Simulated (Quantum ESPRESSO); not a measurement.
# Ge(111), F on both faces, 5 bilayers against a metal electrode, stepped through the charge of the slab, part 2 of 4

What law, if any, do the results for Ge(111), F on both faces, 5 bilayers against a metal electrode follow against the charge of the slab?

Quantum ESPRESSO 7.5; plane-wave DFT, PBE, GBRV ultrasoft pseudopotentials.

So far. Step 2 (Variable-cell relaxation of the reference):  The last row is no step: it is a fresh SCF in the final cell with a new plane-wave basis, +0 meV from the row before.

### Step 3. Relaxation with pw.x of the reference

What the set-up leaves free in this member is relaxed.

System of this step: Ge(111), F on both faces, 5 bilayers. The cell holds 12 atoms: 2 F and 10 Ge. Cell: a = 4.080 Å, b = 4.080 Å, c = 32.545 Å, α = 90.0°, β = 90.0°, γ = 120.0°. It derives from Ge. Vacuum lies along c.

The input, ref.relax.in:

```
&control
  prefix = 'ref.relax'
  outdir = './out'
  pseudo_dir = './pseudo'
  nstep = 40
  forc_conv_thr = 0.001
  calculation = 'relax'
/
&system
  ibrav = 0
  nat = 12
  ntyp = 2
  ecutwfc = 40
  ecutrho = 200
  occupations = 'smearing'
  smearing = 'fd'
  degauss = 0.004
/
&electrons
  conv_thr = 1e-08
  mixing_beta = 0.4
  electron_maxstep = 120
  mixing_mode = 'local-TF'
/
&ions
/
ATOMIC_SPECIES
  F   18.9984  f_pbe_v1.4.uspp.F.UPF
  Ge  72.6300  ge_pbe_v1.4.uspp.F.UPF
CELL_PARAMETERS angstrom
  4.07998114100000 0.00000000000000 0.00000000000000
  -2.03999057050000 3.53336731480035 0.00000000000000
  0.00000000000000 0.00000000000000 32.54542436779454
ATOMIC_POSITIONS crystal
  F   0.000000000000 0.000000000000 0.229543576909
  Ge  0.000000000000 0.000000000000 0.283715861060
  Ge  0.333333333300 0.666666666700 0.309161053876
  Ge  0.333333333300 0.666666666700 0.385496632326
  Ge  0.666666666700 0.333333333300 0.410941825142
  Ge  0.666666666700 0.333333333300 0.487277403592
  Ge  0.000000000000 0.000000000000 0.512722596408
  Ge  0.000000000000 0.000000000000 0.589058174858
  Ge  0.333333333300 0.666666666700 0.614503367674
  Ge  0.333333333300 0.666666666700 0.690838946124
  Ge  0.666666666700 0.333333333300 0.716284138940
  F   0.666666666700 0.333333333300 0.770456423091
K_POINTS automatic
  12 12 1 0 0 0
```

The run is started by

```
$ OMP_NUM_THREADS=1 mpirun -n 4 pw.x -nk 4 -in ref.relax.in > ref.relax.out
```

The program printed:

```text
[banner, memory and clock lines left out]
Program PWSCF v.7.5 starts

          URL

     Message from routine setup:
     using ibrav=0 with symmetry is DISCOURAGED, use correct ibrav instead

     G-vector sticks info

     bravais-lattice index     =            0
     lattice parameter (alat)  =       7.7100  a.u.
     unit-cell volume          =    3166.1646 (a.u.)^3
     number of atoms/cell      =           12
     number of atomic types    =            2
     number of electrons       =       154.00
     number of Kohn-Sham states=           92
     kinetic-energy cutoff     =      40.0000  Ry
     charge density cutoff     =     200.0000  Ry
     scf convergence threshold =      1.0E-08
     mixing beta               =       0.4000
     number of iterations used =            8  local-TF  mixing
     energy convergence thresh.=      1.0E-04
     force convergence thresh. =      1.0E-03
     Exchange-correlation=  SLA  PW   PBX  PBC
                           (   1   4   3   4   0   0   0)
     nstep                     =           40

     celldm(1)=   7.710047  celldm(2)=   0.000000  celldm(3)=   0.000000
     celldm(4)=   0.000000  celldm(5)=   0.000000  celldm(6)=   0.000000

     crystal axes: (cart. coord. in units of alat)
               a(1) = (   1.000000   0.000000   0.000000 )
               a(2) = (  -0.500000   0.866025   0.000000 )
               a(3) = (   0.000000   0.000000   7.976857 )

     reciprocal axes: (cart. coord. in units 2 pi/alat)
               b(1) = (  1.000000  0.577350 -0.000000 )
               b(2) = (  0.000000  1.154701  0.000000 )
               b(3) = (  0.000000 -0.000000  0.125363 )

     PseudoPot. # 1 for F  read from file:
     ./pseudo/f_pbe_v1.4.uspp.F.UPF
     Pseudo is Ultrasoft, Zval =  7.0
     Generated by new atomic code, or converted to UPF format
     Using radial grid of  799 points,  4 beta functions with:
                l(1) =   0
                l(2) =   0
                l(3) =   1
                l(4) =   1
     Q(r) pseudized with  8 coefficients,  rinner =    0.950   0.950   0.950

     PseudoPot. # 2 for Ge read from file:
     ./pseudo/ge_pbe_v1.4.uspp.F.UPF
     Pseudo is Ultrasoft + core correction, Zval = 14.0
     Generated by new atomic code, or converted to UPF format
     Using radial grid of  873 points,  6 beta functions with:
                l(1) =   0
                l(2) =   0
                l(3) =   1
                l(4) =   1
                l(5) =   2
                l(6) =   2
     Q(r) pseudized with  8 coefficients,  rinner =    1.400   1.400   1.400
                                                       1.400   1.400

     atomic species   valence    mass     pseudopotential
     F                 7.00    18.99840     F ( 1.00)
     Ge               14.00    72.63000     Ge( 1.00)

     12 Sym. Ops., with inversion, found ( 6 have fractional translation)

   Cartesian axes

     site n.     atom                  positions (alat units)
         1        F      tau(   1) = (   0.0000000   0.0000000   1.8310362  )
         2        Ge     tau(   2) = (   0.0000000   0.0000000   2.2631607  )
         3        Ge     tau(   3) = (  -0.0000000   0.5773503   2.4661334  )
         4        Ge     tau(   4) = (  -0.0000000   0.5773503   3.0750513  )
         5        Ge     tau(   5) = (   0.5000000   0.2886751   3.2780240  )
         6        Ge     tau(   6) = (   0.5000000   0.2886751   3.8869420  )
         7        Ge     tau(   7) = (   0.0000000   0.0000000   4.0899146  )
         8        Ge     tau(   8) = (   0.0000000   0.0000000   4.6988326  )
         9        Ge     tau(   9) = (  -0.0000000   0.5773503   4.9018052  )
        10        Ge     tau(  10) = (  -0.0000000   0.5773503   5.5107232  )
        11        Ge     tau(  11) = (   0.5000000   0.2886751   5.7136958  )
        12        F      tau(  12) = (   0.5000000   0.2886751   6.1458204  )

     number of k points=    19  Fermi-Dirac smearing, width (Ry)=  0.0040
                       cart. coord. in units 2pi/alat
        k(    1) = (   0.0000000   0.0000000   0.0000000), wk =   0.0138889
        k(    2) = (   0.0000000   0.0962250   0.0000000), wk =   0.0833333
        k(    3) = (   0.0000000   0.1924501   0.0000000), wk =   0.0833333
        k(    4) = (   0.0000000   0.2886751   0.0000000), wk =   0.0833333
        k(    5) = (   0.0000000   0.3849002   0.0000000), wk =   0.0833333
        k(    6) = (   0.0000000   0.4811252   0.0000000), wk =   0.0833333
        k(    7) = (   0.0000000  -0.5773503   0.0000000), wk =   0.0416667
        k(    8) = (   0.0833333   0.1443376   0.0000000), wk =   0.0833333
        k(    9) = (   0.0833333   0.2405626   0.0000000), wk =   0.1666667
        k(   10) = (   0.0833333   0.3367877   0.0000000), wk =   0.1666667
        k(   11) = (   0.0833333   0.4330127   0.0000000), wk =   0.1666667
        k(   12) = (   0.0833333   0.5292377   0.0000000), wk =   0.1666667
        k(   13) = (   0.1666667   0.2886751   0.0000000), wk =   0.0833333
        k(   14) = (   0.1666667   0.3849002   0.0000000), wk =   0.1666667
        k(   15) = (   0.1666667   0.4811252   0.0000000), wk =   0.1666667
        k(   16) = (   0.1666667   0.5773503   0.0000000), wk =   0.0833333
        k(   17) = (   0.2500000   0.4330127   0.0000000), wk =   0.0833333
        k(   18) = (   0.2500000   0.5292377   0.0000000), wk =   0.1666667
        k(   19) = (   0.3333333   0.5773503   0.0000000), wk =   0.0277778

     Dense  grid:   151207 G-vectors     FFT dimensions: (  36,  36, 288)

     Smooth grid:   108187 G-vectors     FFT dimensions: (  36,  36, 250)

     Check: negative core charge=   -0.000001

     Initial potential from superposition of free atoms

     starting charge     153.9913, renormalised to     154.0000

     negative rho (up, down):  5.839E-04 0.000E+00
     Starting wfcs are   98 randomized atomic wfcs

     per-process dynamical memory:   225.6 Mb

     Self-consistent Calculation

     iteration #  1     ecut=    40.00 Ry     beta= 0.40
     Davidson diagonalization with overlap
     ethr =  1.00E-02,  avg # of iterations =  3.6

     Threshold (ethr) on eigenvalues was too large:
     Diagonalizing with lowered threshold

     Davidson diagonalization with overlap
     ethr =  4.12E-04,  avg # of iterations =  3.5

     negative rho (up, down):  6.513E-05 0.000E+00

     total energy              =   -2233.85367519 Ry
     estimated scf accuracy    <       0.62305907 Ry

     iteration #  2     ecut=    40.00 Ry     beta= 0.40
     Davidson diagonalization with overlap
[...]
-23.9043 -23.9043 -23.9013 -23.8993 -23.8757 -23.8653 -23.8610 -23.8552
   -23.8510 -23.8345 -23.8103 -23.8039 -23.7872 -23.7844 -23.7732 -23.7637
   -23.7577 -23.7548 -23.7193 -23.7074 -23.6813 -23.6795 -23.6691 -23.6632
   -23.6560 -23.6448 -23.6385 -23.6253 -23.6132 -23.6032 -23.6026 -23.6011
   -23.5671 -23.5671 -23.5560 -23.5560 -23.5454 -23.5453 -23.5293 -23.5293
   -23.5235 -23.5235 -21.9838 -21.9838 -10.8814 -10.5894 -10.1782  -9.6319
    -9.1756  -6.3858  -5.9056  -5.2541  -4.3803  -3.5672  -3.5439  -3.4799
    -3.3509  -3.3378  -2.5463  -2.4652  -2.3792  -1.9632  -1.2373  -1.1122
    -0.8418  -0.6060  -0.4474  -0.1753  -0.0028   2.2444   2.7301   2.8602
     2.8811   3.1174   3.2759   3.6829   3.8056   4.1943   4.7015   4.7245
     4.7910   5.5882   5.6121   5.7271

          k = 0.0833 0.3368 0.0000 ( 13509 PWs)   bands (ev):

   -24.4260 -24.4260 -23.9589 -23.9589 -23.9464 -23.9463 -23.9048 -23.9043
   -23.9041 -23.9017 -23.9010 -23.9009 -23.8819 -23.8678 -23.8651 -23.8521
   -23.8467 -23.8319 -23.8018 -23.7958 -23.7856 -23.7813 -23.7640 -23.7524
   -23.7485 -23.7381 -23.7356 -23.7145 -23.6919 -23.6874 -23.6760 -23.6710
   -23.6648 -23.6481 -23.6384 -23.6241 -23.6110 -23.6010 -23.5983 -23.5969
   -23.5716 -23.5714 -23.5572 -23.5571 -23.5492 -23.5491 -23.5252 -23.5252
   -23.5183 -23.5183 -21.9783 -21.9783 -10.4794 -10.1949  -9.7948  -9.2562
    -8.7830  -6.6962  -6.2353  -5.6696  -5.0163  -4.4007  -3.8229  -3.8140
    -3.4118  -3.4091  -3.0786  -3.0167  -2.7994  -2.0554  -1.6335  -1.3552
    -1.2485  -0.9815  -0.7651  -0.5097  -0.2477   2.0813   2.2887   2.6664
     2.9345   3.0094   3.4482   3.5494   4.0946   4.2980   5.0212   5.1402
     5.6841   6.0089   6.1989   6.3040

          k = 0.0833 0.4330 0.0000 ( 13528 PWs)   bands (ev):

   -24.4263 -24.4263 -23.9613 -23.9613 -23.9443 -23.9443 -23.9065 -23.9041
   -23.9041 -23.9015 -23.8988 -23.8987 -23.8878 -23.8695 -23.8681 -23.8451
   -23.8411 -23.8312 -23.7975 -23.7930 -23.7847 -23.7789 -23.7581 -23.7567
   -23.7422 -23.7321 -23.7248 -23.7165 -23.6958 -23.6924 -23.6813 -23.6773
   -23.6718 -23.6545 -23.6452 -23.6216 -23.6078 -23.6004 -23.5951 -23.5943
   -23.5737 -23.5734 -23.5578 -23.5578 -23.5536 -23.5535 -23.5221 -23.5221
   -23.5145 -23.5145 -21.9736 -21.9736  -9.9848  -9.7181  -9.3459  -8.8352
    -8.3402  -7.1732  -6.7172  -6.2513  -5.7707  -5.3176  -4.0744  -4.0601
    -3.4696  -3.4664  -3.3133  -3.2746  -2.7478  -1.9987  -1.9126  -1.7212
    -1.5180  -1.0972  -1.0135  -0.7520  -0.4871   1.8674   2.2028   2.4633
     2.6830   2.8468   3.0168   3.7921   3.9740   4.4945   4.5869   5.1734
     5.7573   6.2755   6.6274   7.1436

          k = 0.0833 0.5292 0.0000 ( 13534 PWs)   bands (ev):

   -24.4264 -24.4264 -23.9625 -23.9625 -23.9428 -23.9428 -23.9071 -23.9045
   -23.9044 -23.8997 -23.8977 -23.8976 -23.8928 -23.8702 -23.8694 -23.8394
   -23.8334 -23.8315 -23.8055 -23.7890 -23.7844 -23.7780 -23.7626 -23.7557
   -23.7358 -23.7265 -23.7218 -23.7156 -23.6961 -23.6870 -23.6848 -23.6792
   -23.6758 -23.6603 -23.6556 -23.6195 -23.6051 -23.6010 -23.5934 -23.5931
   -23.5739 -23.5736 -23.5589 -23.5588 -23.5562 -23.5562 -23.5204 -23.5204
   -23.5126 -23.5125 -21.9708 -21.9708  -9.5091  -9.2945  -9.0010  -8.5784
    -8.0707  -7.5339  -7.0052  -6.6108  -6.3859  -6.1259  -4.1814  -4.1665
    -3.5039  -3.4988  -3.3942  -3.3651  -2.4811  -2.1672  -2.0838  -1.7542
    -1.6941  -1.1930  -1.1545  -0.8667  -0.6284   1.8061   2.1768   2.3446
     2.4678   2.7305   2.8090   3.6348   4.1598   4.4699   4.6531   5.0659
     5.2312   6.2174   6.6837   7.4585

          k = 0.1667 0.2887 0.0000 ( 13488 PWs)   bands (ev):

   -24.4259 -24.4259 -23.9602 -23.9602 -23.9454 -23.9454 -23.9051 -23.9033
   -23.9033 -23.9022 -23.9018 -23.9016 -23.8808 -23.8696 -23.8667 -23.8498
   -23.8462 -23.8317 -23.8023 -23.7930 -23.7847 -23.7831 -23.7638 -23.7543
   -23.7480 -23.7423 -23.7301 -23.7196 -23.6899 -23.6896 -23.6739 -23.6718
   -23.6623 -23.6479 -23.6425 -23.6220 -23.6119 -23.6014 -23.5968 -23.5959
   -23.5717 -23.5717 -23.5581 -23.5581 -23.5485 -23.5484 -23.5238 -23.5238
   -23.5195 -23.5195 -21.9790 -21.9790 -10.5435 -10.2574  -9.8547  -9.3137
    -8.8428  -6.6287  -6.1632  -5.5752  -4.8719  -4.2179  -3.7396  -3.7330
    -3.4468  -3.4412  -2.9784  -2.9458  -2.7453  -2.1547  -1.6162  -1.4805
    -1.2559  -1.0015  -0.9903  -0.8924  -0.1658   2.7810   2.8205   2.8992
     3.5138   3.7279   3.8932   3.9230   3.9520   4.0679   4.6348   4.7040
     5.1090   5.4432   5.5642   5.7464

          k = 0.1667 0.3849 0.0000 ( 13525 PWs)   bands (ev):

   -24.4262 -24.4262 -23.9645 -23.9645 -23.9426 -23.9426 -23.9098 -23.9022
   -23.9019 -23.9014 -23.8991 -23.8991 -23.8864 -23.8732 -23.8718 -23.8440
   -23.8375 -23.8300 -23.7948 -23.7871 -23.7828 -23.7760 -23.7556 -23.7486
   -23.7460 -23.7347 -23.7308 -23.7195 -23.7004 -23.6992 -23.6795 -23.6777
   -23.6699 -23.6588 -23.6478 -23.6183 -23.6085 -23.6006 -23.5918 -23.5912
   -23.5759 -23.5757 -23.5594 -23.5593 -23.5525 -23.5524 -23.5188 -23.5188
   -23.5157 -23.5157 -21.9743 -21.9743 -10.0939  -9.8201  -9.4360  -8.9111
    -8.4162  -7.0496  -6.5881  -6.0733  -5.5215  -5.0358  -3.9674  -3.9634
    -3.5595  -3.5546  -3.2377  -3.2207  -2.7576  -2.3110  -1.9338  -1.9175
    -1.7822  -1.3597  -1.2915  -1.0248  -0.4129   2.5833   2.7582   3.0186
     3.4327   3.7454   3.9039   3.9778   4.4427   4.5258   4.6629   5.3580
     5.5029   5.7440   5.9208   6.1068

          k = 0.1667 0.4811 0.0000 ( 13552 PWs)   bands (ev):

   -24.4264 -24.4264 -23.9673 -23.9673 -23.9404 -23.9404 -23.9127 -23.9014
   -23.9012 -23.9000 -23.8973 -23.8972 -23.8916 -23.8753 -23.8749 -23.8375
   -23.8327 -23.8246 -23.7964 -23.7858 -23.7791 -23.7690 -23.7544 -23.7518
   -23.7384 -23.7328 -23.7247 -23.7141 -23.7071 -23.6988 -23.6859 -23.6806
   -23.6781 -23.6677 -23.6586 -23.6142 -23.6056 -23.6008 -23.5885 -23.5882
   -23.5785 -23.5783 -23.5600 -23.5600 -23.5559 -23.5557 -23.5160 -23.5160
   -23.5125 -23.5125 -21.9709 -21.9709  -9.5837  -9.3421  -9.0104  -8.5505
    -8.0296  -7.5043  -6.9927  -6.5717  -6.1831  -5.8398  -4.1187  -4.1174
    -3.6325  -3.6290  -3.3519  -3.3336  -2.6661  -2.5348  -2.3244  -2.0266
    -1.9156  -1.5694  -1.4006  -1.1081  -0.6608   2.3839   2.6844   2.8883
     3.5074   3.6564   3.7408   3.8782   4.2036   4.5485   5.0477   5.0900
     5.5035   5.9887   6.6844   7.0178

          k = 0.1667 0.5774 0.0000 ( 13512 PWs)   bands (ev):

   -24.4265 -24.4265 -23.9683 -23.9683 -23.9396 -23.9396 -23.9136 -23.9010
   -23.9010 -23.8986 -23.8968 -23.8965 -23.8945 -23.8759 -23.8759 -23.8343
   -23.8326 -23.8182 -23.8031 -23.7820 -23.7788 -23.7676 -23.7543 -23.7525
   -23.7357 -23.7281 -23.7262 -23.7138 -23.7074 -23.6916 -23.6894 -23.6855
   -23.6792 -23.6697 -23.6672 -23.6127 -23.6041 -23.6013 -23.5873 -23.5872
   -23.5794 -23.5792 -23.5604 -23.5604 -23.5570 -23.5569 -23.5152 -23.5151
   -23.5113 -23.5112 -21.9696 -21.9696  -9.2508  -9.0780  -8.8350  -8.4726
    -7.9371  -7.6833  -7.0647  -6.6650  -6.4475  -6.4444  -4.1679  -4.1650
    -3.6560  -3.6538  -3.3848  -3.3688  -2.6762  -2.5687  -2.4723  -1.9909
    -1.9425  -1.5782  -1.5463  -1.1079  -0.7748   2.3330   2.5544   3.0161
     3.3343   3.5288   3.6722   3.9966   4.2720   4.5254   4.8252   5.2317
     5.2720   6.1587   6.4424   7.0359

          k = 0.2500 0.4330 0.0000 ( 13526 PWs)   bands (ev):

   -24.4264 -24.4264 -23.9693 -23.9693 -23.9396 -23.9396 -23.9150 -23.9011
   -23.9000 -23.8993 -23.8967 -23.8967 -23.8910 -23.8776 -23.8771 -23.8370
   -23.8329 -23.8212 -23.7918 -23.7870 -23.7698 -23.7656 -23.7482 -23.7480
   -23.7450 -23.7306 -23.7287 -23.7135 -23.7122 -23.7097 -23.6855 -23.6823
   -23.6801 -23.6693 -23.6595 -23.6120 -23.6055 -23.6006 -23.5867 -23.5864
   -23.5806 -23.5806 -23.5604 -23.5603 -23.5556 -23.5555 -23.5142 -23.5142
   -23.5124 -23.5124 -21.9709 -21.9709  -9.6155  -9.3650  -9.0188  -8.5407
    -8.0100  -7.4892  -6.9802  -6.5244  -6.0746  -5.7124  -4.0755  -4.0652
    -3.7215  -3.7204  -3.3301  -3.3243  -2.7381  -2.7038  -2.4577  -2.1807
    -2.0582  -1.7915  -1.4327  -1.0715  -0.7002   2.6961   2.7499   3.1053
[key lines of the parts left out:]
total energy              =   -2233.82186251 Ry
the Fermi energy is     0.8697 ev
convergence has been achieved in   9 iterations
```

The job ended after 30 min (4 MPI ranks of Arm Neoverse V2, shared host; peak memory 1.6 GiB; 2 h of CPU time).

The steps of the relaxation:

```csv
step,energy less that of the first step (eV),largest force (eV/Å)
1,0.0000,0.4431
2,-0.0110,0.3130
3,-0.0194,0.1920
4,-0.0271,0.1249
5,-0.0292,0.1074
6,-0.0304,0.0863
7,-0.0315,0.0618
8,-0.0320,0.0385
9,-0.0322,0.0365
10,-0.0324,0.0231
```

The atoms that moved most (Å):

```csv
atom,dx,dy,dz,length
Ge11,0.000,0.000,-0.036,0.036
Ge2,0.000,0.000,0.036,0.036
Ge10,0.000,0.000,0.036,0.036
Ge3,0.000,0.000,-0.036,0.036
F1,0.000,0.000,0.036,0.036
F12,0.000,0.000,-0.036,0.036
Ge4,0.000,0.000,-0.026,0.026
Ge9,0.000,0.000,0.026,0.026
```

The relaxation lowers the energy by 3 meV an atom.

Read from the output:

| Quantity | Value |
| --- | --- |
| free energy | -30392.6956 eV |
| energy at zero smearing | -30392.6942 eV |
| Fermi energy | 0.8803 eV |

(Continued in part 3 of 4.)

[Logs are printed without paths, hosts, clocks, repeated set-up lines and the standing remarks that a program may print on its own settings, such as how far it seeks lower states.]

[Hosts, paths, dates, database ids (printed as entryN), source tags and the programs' standing remarks are cut or masked in the printed files.]

[Maps of the electrostatic potential energy from Ansatz leave out the sawtooth potential of an applied field or a dipole correction, so their vacuum need not be flat; planar profiles and work functions include it.]
